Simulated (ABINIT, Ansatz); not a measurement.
Planning a run of ABINIT 10.8.3 on WS2 (Tungstenite). The input:

```
acell 3*1.0 Angstrom
rprim 
  3.153199999992 0.000000000002 0.000000000000
  -1.576599999998 2.730751303206 0.000000000000
  0.000000000000 0.000000000000 12.323000000000
ntypat 2
znucl 74 16
natom 6
typat 1 1 2 2 2 2
xred 
  0.333333333333 0.666666666667 0.250000000000
  0.666666666667 0.333333333333 0.750000000000
  0.333333333333 0.666666666667 0.622500000000
  0.666666666667 0.333333333333 0.122500000000
  0.333333333333 0.666666666667 0.877500000000
  0.666666666667 0.333333333333 0.377500000000
pp_dirpath "pseudos"
pseudos "W.upf, S.upf"
ecut 31
ngkpt 6 6 2
nshiftk 1
shiftk 0.11 0.21 0.31
kptopt 3
chksymbreak 0
istwfk *1
occopt 1
irdwfk 1
optdriver 99
bs_calctype 1
mbpt_sciss 0.308 eV
bs_loband 18
nband 36
bs_exchange_term 1
bs_coulomb_term 21
bs_coupling 0
bs_algorithm 2
bs_freq_mesh 0 8 0.05 eV
zcut 0.15 eV
ecuteps 3
ecutwfn 15.5
inclvkb 2
mdf_epsinf 9.78
irdden 1
bs_haydock_niter 300
bs_haydock_tol -0.02 0
indata_prefix "in"
outdata_prefix "out"
tmpdata_prefix "tmp"
```

```sh
OMP_NUM_THREADS=1 mpirun -n 8 abinit run.abi > log
```

**Question.** How long will it take on 8 MPI ranks of Arm Neoverse V2, shared host, and how much memory?

It took 6.7 min; on shared hardware allow 3.3 min to 13 min. Peak host memory was 3.5 GiB.

The kernel grows as the square of the matrix size, and full diagonalisation as its cube.

[Paths, hosts, dates, memory and timing lines, banners, echoed tables and standing remarks are left out of the program output.]

[Logs are printed without paths, hosts, clocks, repeated set-up lines and the standing remarks that a program may print on its own settings, such as how far it seeks lower states.]

[Runs of the session that timed out or met a known fault of the program may be left out.]

[Hosts, paths, dates, database ids (printed as entryN), source tags and the programs' standing remarks are cut or masked in the printed files.]

[G0W0 gaps are taken among the corrected bands and points alone; a level outside them can change the order at an edge.]

[Where Ansatz stands beside ABINIT at settings called matched, ABINIT's density can come from a denser mesh and the files from another edition; pairs whose starting gaps differed by over 0.03 eV were left out, so agreement reads better than it is.]
